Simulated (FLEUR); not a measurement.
# Magnetic state of Fe3Ge from several starts, part 3 of 3

Aim: find out whether Fe3Ge carries moments, and which collinear order costs least.

FLEUR MaX-R8.1; LDA (VWN); all-electron FLAPW, Dirac cores, scalar-relativistic bands.

So far, largest spin moment in the muffin-tin sphere (μB): step 2 (run 1 (ferro +++)) 2.18; step 3 (start 2: antiferro q=(0,1/2,1/2) +-+-+-) 2.07; step 4 (order 3, typed as antiferro q=(0,0,1/2) +-+--+) 2.00.

### Step 5. Start 4: no spin polarisation

Without spin polarisation no moment can form, so the difference from the other runs is what forming moments gains.

The k list default-1 (kpts.xml, not shown) is a Γ-centred 8×8×8 mesh.

inp.xml

```
<?xml version="1.0" encoding="UTF-8" standalone="no"?>
<fleurInput fleurInputVersion="0.39">
   <comment>
      Fe3Ge
   </comment>
   <calculationSetup>
      <cutoffs Kmax="3.6" Gmax="10.8" GmaxXC="10.8" numbands="0"/>
      <scfLoop itmax="90" minDistance="0.00002" maxIterBroyd="15" imix="Anderson" alpha="0.05" precondParam="0.0" spinf="2.0" sdNocoIR="T"/>
      <coreElectrons ctail="T" frcor="F" kcrel="0" coretail_lmax="0"/>
      <xcFunctional name="vwn" relativisticCorrections="F"/>
      <magnetism jspins="1"/>
      <soc l_soc="F" theta="0.0" phi="0.0" spav="F"/>
      <expertModes spex="0" secvar="F"/>
      <geometryOptimization l_f="F" forcealpha="1.0" forcemix="BFGS" epsdisp="0.00001" epsforce="0.00001"/>
      <ldaU l_linMix="F" mixParam="0.05" spinf="1.0"/>
   </calculationSetup>
   <cell>
      <bzIntegration valenceElectrons="62.0" mode="hist" fermiSmearingEnergy="0.00183747">
         <kPointListSelection listName="default-1"/>
         <xi:include xmlns:xi="http://www.w3.org/2001/XInclude" href="kpts.xml"> </xi:include>
      </bzIntegration>
      <xi:include xmlns:xi="http://www.w3.org/2001/XInclude" href="sym.xml"> </xi:include>
      <bulkLattice scale="1.0">
         <bravaisMatrix>
            <row-1>    6.9173434617558840     0.0000000000000000     0.0000000000000000</row-1>
            <row-2>    0.0000000000000000     6.9173434617558840     0.0000000000000000</row-2>
            <row-3>    0.0000000000000000     0.0000000000000000     6.9173434617558840</row-3>
         </bravaisMatrix>
      </bulkLattice>
   </cell>
   <atomSpecies>
      <species name="Iron (Fe)" element="Fe" atomicNumber="26">
         <mtSphere radius="2.38" gridPoints="787" logIncrement="0.016"/>
         <atomicCutoffs lmax="8" lnonsphr="6"/>
         <electronConfig flipSpins="F">
            <coreConfig>(1s1/2) (2s1/2) (2p1/2) (2p3/2)</coreConfig>
            <valenceConfig>(3s1/2) (3p1/2) (3p3/2) (4s1/2) (3d3/2) (3d5/2)</valenceConfig>
            <stateOccupation state="(3d3/2)" spinUp="1.200000" spinDown="1.200000"/>
            <stateOccupation state="(3d5/2)" spinUp="1.800000" spinDown="1.800000"/>
         </electronConfig>
         <energyParameters s="4" p="4" d="3" f="4"/>
         <lo type="SCLO" l="0" n="3" eDeriv="0"/>
         <lo type="SCLO" l="1" n="3" eDeriv="0"/>
      </species>
      <species name="Germanium (Ge)" element="Ge" atomicNumber="32">
         <mtSphere radius="2.38" gridPoints="787" logIncrement="0.016"/>
         <atomicCutoffs lmax="8" lnonsphr="6"/>
         <electronConfig flipSpins="F">
            <coreConfig>(1s1/2) (2s1/2) (2p1/2) (2p3/2) (3s1/2) (3p1/2) (3p3/2)</coreConfig>
            <valenceConfig>(4s1/2) (3d3/2) (3d5/2) (4p1/2) (4p3/2)</valenceConfig>
            <stateOccupation state="(4p1/2)" spinUp="0.333333" spinDown="0.333333"/>
            <stateOccupation state="(4p3/2)" spinUp="0.666667" spinDown="0.666667"/>
         </electronConfig>
         <energyParameters s="4" p="4" d="3" f="4"/>
      </species>
   </atomSpecies>
   <atomGroups>
      <atomGroup species="Iron (Fe)">
         <relPos label="                   1">.0000000000 1.000/2.000 1.000/2.000</relPos>
         <relPos label="                   2">1.000/2.000 1.000/2.000 .0000000000</relPos>
         <relPos label="                   3">1.000/2.000 .0000000000 1.000/2.000</relPos>
         <force calculate="T" relaxXYZ="TTT"/>
      </atomGroup>
      <atomGroup species="Germanium (Ge)">
         <relPos label="                   4">.0000000000 .0000000000 .0000000000</relPos>
         <force calculate="T" relaxXYZ="TTT"/>
      </atomGroup>
   </atomGroups>
   <output dos="F" band="F" slice="F">
      <bandDOS minEnergy="-.5*Htr" maxEnergy="0.5*Htr" sigma="0.015" storeEVData="T"/>
      <plotting iplot="0" polar="F">
         <plot TwoD="T" vec1="  1.0  0.0  0.0" vec2="  0.0  1.0  0.0" vec3="  0.0  0.0  1.0" zero="  0.0  0.0  0.0" file="plot"/>
      </plotting>
      <moessbauerParams electricFieldGradient="F" isomerShift="F" coreHyperfine="F" valenceHyperfine="F"/>
   </output>
</fleurInput>
```

crystal.txt

```
Fe3Ge
&input film=F cartesian=F /
3.66050052000  0.00000000000  0.00000000000
0.00000000000  3.66050052000  0.00000000000
0.00000000000  0.00000000000  3.66050052000
1.8897261246
1.0 1.0 1.0

4
26 0.00000000000  0.50000000000  0.50000000000
26 0.50000000000  0.50000000000  0.00000000000
26 0.50000000000  0.00000000000  0.50000000000
32 0.00000000000  0.00000000000  0.00000000000

&kpt div1=8 div2=8 div3=8 gamma=T /
```

Launch:

```bash
OMP_NUM_THREADS=1 inpgen -f crystal.txt > inpgen.log  # inp.xml is then edited as shown
OMP_NUM_THREADS=1 mpirun -n 4 fleur_MPI > fleur.log
```

The log of the run:

```text
[banner, memory and clock lines left out]
Welcome to FLEUR        (www.flapw.de)
      MaX-Release 8.1          (www.max-centre.eu)

 ========== k-point set info ==========
 Selected k-point list: default-1
 k-point list type: mesh
 0 x 0 x 0
 Number of k points: 36

 [... set-up left out ...]
 Iteration:     1   Distance:       9.24890945 me/bohr^3
 Iteration:     2   Distance:       8.07097289 me/bohr^3
 Iteration:     3   Distance:       5.88521313 me/bohr^3
 Iteration:     4   Distance:       2.50684716 me/bohr^3
 Iteration:     5   Distance:       2.07949879 me/bohr^3
[...]
<FermiEnergy value="0.3496687964" units="Htr"/>
         [... left out ...]
         <totalEnergy value="    -5907.9249063389" units="Htr">
            <sumOfEigenvalues value="    -3403.4872482305">
               <coreElectrons value="-3359.7376617139"/>
               <valenceElectrons value="-43.7495865166"/>
            </sumOfEigenvalues>
         [... left out ...]
            <freeEnergy value="-5907.9286962920"/>
            <extrapolationTo0K value="-5907.9268013155"/>
         </totalEnergy>
         <densityConvergence units="me/bohr^3">
            <chargeDensity spin="1" distance="0.0000104098"/>
         </densityConvergence>
      </iteration>
```

Wall time 6.9 s (4 MPI ranks of Intel Xeon 6975P-C (Granite Rapids), shared host); peak memory 0.21 GiB.

This step gave:

| Quantity | Value |
| --- | --- |
| free energy | -160762.9297 eV |
| program's band gap on this mesh (in a metal only a level spacing) | 0.01035 eV |
| final state | non-magnetic (no spin polarisation) |

It lies 349 meV a seeded atom over the first start.

### Step 6. Energies of the orders

Free energies are divided by the number of seeded atoms, so that cells of unlike size compare. Wavevectors q in the names are fractions of the primitive cell's reciprocal vectors.

Orders:

```tsv
start	final state	typed order kept	energy over the lowest (meV a seeded atom)	largest sphere moment (μB)	net moment (μB a primitive cell)	mesh matched	CPU time (s)
ferro +++	ferromagnetic, with opposed induced moments	yes	0	2.181	6.386	yes	61.72
antiferro q=(0,1/2,1/2) +-+-+-	antiferromagnetic	yes	117.9	2.074	0	yes	1532
antiferro q=(0,0,1/2) +-+--+	antiferromagnetic	yes	162.9	1.998	0	yes	773.2
no spin polarisation	non-magnetic	-	348.8	0	0	yes	26.53
```

### Step 7. Spin–orbit coupling, moments along [001]

Spin–orbit coupling ties the spins to the lattice and lets orbital moments form.

A new self-consistent run of the start ferro +++, with the moments along z.

inp.xml

```
<?xml version="1.0" encoding="UTF-8" standalone="no"?>
<fleurInput fleurInputVersion="0.39">
   <comment>
      Fe3Ge
   </comment>
   <calculationSetup>
      <cutoffs Kmax="3.6" Gmax="10.8" GmaxXC="10.8" numbands="142"/>
      <scfLoop itmax="90" minDistance="0.00002" maxIterBroyd="15" imix="Anderson" alpha="0.05" precondParam="0.0" spinf="2.0" sdNocoIR="T"/>
      <coreElectrons ctail="T" frcor="F" kcrel="0" coretail_lmax="0"/>
      <xcFunctional name="vwn" relativisticCorrections="F"/>
      <magnetism jspins="2"/>
      <soc l_soc="T" theta="0.0" phi="0.0" spav="F"/>
      <expertModes spex="0" secvar="F"/>
      <geometryOptimization l_f="F" forcealpha="1.0" forcemix="BFGS" epsdisp="0.00001" epsforce="0.00001"/>
      <ldaU l_linMix="F" mixParam="0.05" spinf="1.0"/>
   </calculationSetup>
   <cell>
      <bzIntegration valenceElectrons="62.0" mode="hist" fermiSmearingEnergy="0.00183747">
         <kPointListSelection listName="default-1"/>
         <xi:include xmlns:xi="http://www.w3.org/2001/XInclude" href="kpts.xml"> </xi:include>
      </bzIntegration>
      <xi:include xmlns:xi="http://www.w3.org/2001/XInclude" href="sym.xml"> </xi:include>
      <bulkLattice scale="1.0">
         <bravaisMatrix>
            <row-1>    6.9173434617558840     0.0000000000000000     0.0000000000000000</row-1>
            <row-2>    0.0000000000000000     6.9173434617558840     0.0000000000000000</row-2>
            <row-3>    0.0000000000000000     0.0000000000000000     6.9173434617558840</row-3>
         </bravaisMatrix>
      </bulkLattice>
   </cell>
   <atomSpecies>
      <species name="Iron (Fe) 2.800" element="Fe" atomicNumber="26">
         <mtSphere radius="2.38" gridPoints="787" logIncrement="0.016"/>
         <atomicCutoffs lmax="8" lnonsphr="6"/>
         <electronConfig flipSpins="F">
            <coreConfig>(1s1/2) (2s1/2) (2p1/2) (2p3/2)</coreConfig>
            <valenceConfig>(3s1/2) (3p1/2) (3p3/2) (4s1/2) (3d3/2) (3d5/2)</valenceConfig>
            <stateOccupation state="(3d3/2)" spinUp="1.4" spinDown="1.0"/>
            <stateOccupation state="(3d5/2)" spinUp="3.0" spinDown="0.6"/>
         </electronConfig>
         <energyParameters s="4" p="4" d="3" f="4"/>
         <lo type="SCLO" l="0" n="3" eDeriv="0"/>
         <lo type="SCLO" l="1" n="3" eDeriv="0"/>
      </species>
      <species name="Germanium (Ge)" element="Ge" atomicNumber="32">
         <mtSphere radius="2.38" gridPoints="787" logIncrement="0.016"/>
         <atomicCutoffs lmax="8" lnonsphr="6"/>
         <electronConfig flipSpins="F">
            <coreConfig>(1s1/2) (2s1/2) (2p1/2) (2p3/2) (3s1/2) (3p1/2) (3p3/2)</coreConfig>
            <valenceConfig>(4s1/2) (3d3/2) (3d5/2) (4p1/2) (4p3/2)</valenceConfig>
            <stateOccupation state="(4p1/2)" spinUp="0.333333" spinDown="0.333333"/>
            <stateOccupation state="(4p3/2)" spinUp="0.666667" spinDown="0.666667"/>
         </electronConfig>
         <energyParameters s="4" p="4" d="3" f="4"/>
      </species>
   </atomSpecies>
   <atomGroups>
      <atomGroup species="Iron (Fe) 2.800">
         <relPos label="                   1">.0000000000 1.000/2.000 1.000/2.000</relPos>
         <relPos label="                   3">1.000/2.000 .0000000000 1.000/2.000</relPos>
         <force calculate="T" relaxXYZ="TTT"/>
      </atomGroup>
      <atomGroup species="Iron (Fe) 2.800">
         <relPos label="                   2">1.000/2.000 1.000/2.000 .0000000000</relPos>
         <force calculate="T" relaxXYZ="TTT"/>
      </atomGroup>
      <atomGroup species="Germanium (Ge)">
         <relPos label="                   4">.0000000000 .0000000000 .0000000000</relPos>
         <force calculate="T" relaxXYZ="TTT"/>
      </atomGroup>
   </atomGroups>
   <output dos="F" band="F" slice="F">
      <bandDOS minEnergy="-.5*Htr" maxEnergy="0.5*Htr" sigma="0.015" storeEVData="T"/>
      <plotting iplot="0" polar="F">
         <plot TwoD="T" vec1="  1.0  0.0  0.0" vec2="  0.0  1.0  0.0" vec3="  0.0  0.0  1.0" zero="  0.0  0.0  0.0" file="plot"/>
      </plotting>
      <moessbauerParams electricFieldGradient="F" isomerShift="F" coreHyperfine="F" valenceHyperfine="F"/>
   </output>
</fleurInput>
```

crystal.txt

```
Fe3Ge
&input film=F cartesian=F /
3.66050052000  0.00000000000  0.00000000000
0.00000000000  3.66050052000  0.00000000000
0.00000000000  0.00000000000  3.66050052000
1.8897261246
1.0 1.0 1.0

4
26 0.00000000000  0.50000000000  0.50000000000 : 2.800
26 0.50000000000  0.50000000000  0.00000000000 : 2.800
26 0.50000000000  0.00000000000  0.50000000000 : 2.800
32 0.00000000000  0.00000000000  0.00000000000

&soc 0.0000000 0.0000000 /
&kpt div1=8 div2=8 div3=8 gamma=T /
```

The log of the run:

```text
[banner, memory and clock lines left out]
Welcome to FLEUR        (www.flapw.de)
      MaX-Release 8.1          (www.max-centre.eu)

 ========== k-point set info ==========
 Selected k-point list: default-1
 k-point list type: mesh
 0 x 0 x 0
 Number of k points: 92

 [... set-up left out ...]
 Iteration:     1   Distance:      13.71227501 me/bohr^3
 Iteration:     2   Distance:      13.11254289 me/bohr^3
 Iteration:     3   Distance:       8.07273599 me/bohr^3
 Iteration:     4   Distance:       4.29474643 me/bohr^3
 Iteration:     5   Distance:       3.52137025 me/bohr^3
 Iteration:     6   Distance:       1.47868898 me/bohr^3
 Iteration:     7   Distance:       1.22491823 me/bohr^3
 Iteration:     8   Distance:       0.90984194 me/bohr^3
 Iteration:     9   Distance:       0.85497992 me/bohr^3
 Iteration:    10   Distance:       0.22341024 me/bohr^3
 Iteration:    11   Distance:       0.16223742 me/bohr^3
 Iteration:    12   Distance:       0.05100997 me/bohr^3
 Iteration:    13   Distance:       0.06253965 me/bohr^3
 Iteration:    14   Distance:       0.00986490 me/bohr^3
[... lines left out ...]
 Iteration:    19   Distance:       0.00254782 me/bohr^3
 Iteration:    20   Distance:       0.00087528 me/bohr^3
 Iteration:    21   Distance:       0.00032864 me/bohr^3
 Iteration:    22   Distance:       0.00029031 me/bohr^3
 Iteration:    23   Distance:       0.00007651 me/bohr^3
 Iteration:    24   Distance:       0.00002320 me/bohr^3
 Iteration:    25   Distance:       0.00001308 me/bohr^3

 ********************************************************************
 Run finished successfully
 Stop message:
   all done
 ********************************************************************

--- out.xml (last complete iteration) ---
<iteration numberForCurrentRun="   25" overallNumber="   25">
         [... left out ...]
         <bandgap value="0.0010516367" units="eV"/>
         <sumValenceSingleParticleEnergies value="-43.6560031999" units="Htr"/>
         <FermiEnergy value="0.3690064299" units="Htr"/>
         [... left out ...]
         <magneticMomentsInMTSpheres units="muBohr">
            <globalMagMoment atomType="1" vec="0.00000   0.00000   2.17957"/>
            <globalMagMoment atomType="2" vec="0.00000   0.00000   2.17934"/>
            <globalMagMoment atomType="3" vec="0.00000   0.00000  -0.11504"/>
         </magneticMomentsInMTSpheres>
         <orbitalMomentsInMTSpheres units="muBohr">
            <globalMagMoment atomType="1" vec="0.00000   0.00000   0.05802"/>
            <globalMagMoment atomType="2" vec="0.00000   0.00000   0.06535"/>
            <globalMagMoment atomType="3" vec="0.00000   0.00000  -0.00073"/>
         </orbitalMomentsInMTSpheres>
         [... left out ...]
         <totalEnergy value="    -5907.9681829381" units="Htr">
            <sumOfEigenvalues value="    -3403.0102074217">
               <coreElectrons value="-3359.3542042218"/>
               <valenceElectrons value="-43.6560031999"/>
            </sumOfEigenvalues>
         [... left out ...]
            <freeEnergy value="-5907.9692062078"/>
            <extrapolationTo0K value="-5907.9686945729"/>
         </totalEnergy>
         <densityConvergence units="me/bohr^3">
            <chargeDensity spin="1" distance="0.0000054347"/>
            <chargeDensity spin="2" distance="0.0000101286"/>
            <overallChargeDensity distance="0.0000130774"/>
            <spinDensity distance="0.0000096557"/>
         </densityConvergence>
      </iteration>
```

The job ended after 2.9 min (4 MPI ranks; peak memory 0.58 GiB; 11 min of CPU time).

Spin moment in the muffin-tin sphere by atom:

```tsv
atom	spin moment in the muffin-tin sphere (μB)
Fe1	2.18
Fe2	2.18
Fe3	2.18
Ge4	-0.12
```

Read from the output:

- free energy: -160764.0320 eV
- program's band gap on this mesh (in a metal only a level spacing): 0.001052 eV
- magnetization: 6.381 μB
- final state: ferromagnetic, with opposed induced moments
- orbital moment along the spin: 0.05802 μB

Orbital moment in the sphere, along the spin axis by atom:

```tsv
atom	orbital moment in the sphere, along the spin axis (μB)
Fe1	0.0580
Fe2	0.0654
Fe3	0.0580
Ge4	-0.0007
```

### Step 8. Outcome

| Item | Value |
| --- | --- |
| lowest state found | ferromagnetic (typed ferro +++) |
| largest site spin moment | 2.18 μB |
| next finished state | antiferromagnetic, 118 meV a seeded atom higher |
| energy gained by spin polarisation | 349 meV a seeded atom |
| orbital moment on the atom of largest spin, along its spin (spin–orbit run) | 0.0580 μB |

The lowest state found is ferromagnetic, reached from the start ferro +++, with moments up to 2.18 μB. The next finished state costs 118 meV a seeded atom. The orbital moment is parallel to the spin. This is the lowest of 4 finished starts, no proof of the ground state.

[Logs and program files are shortened in this print: banners, set-up blocks, solver, clock and traceback lines can be left out without a mark of their own.]

[Logs are printed without paths, hosts, clocks, repeated set-up lines and the standing remarks that a program may print on its own settings, such as how far it seeks lower states.]

[Hosts, paths, dates, database ids (printed as entryN), source tags and the programs' standing remarks are cut or masked in the printed files.]

[Where a cell is said to come from a database of computed structures, the database is the Materials Project.]
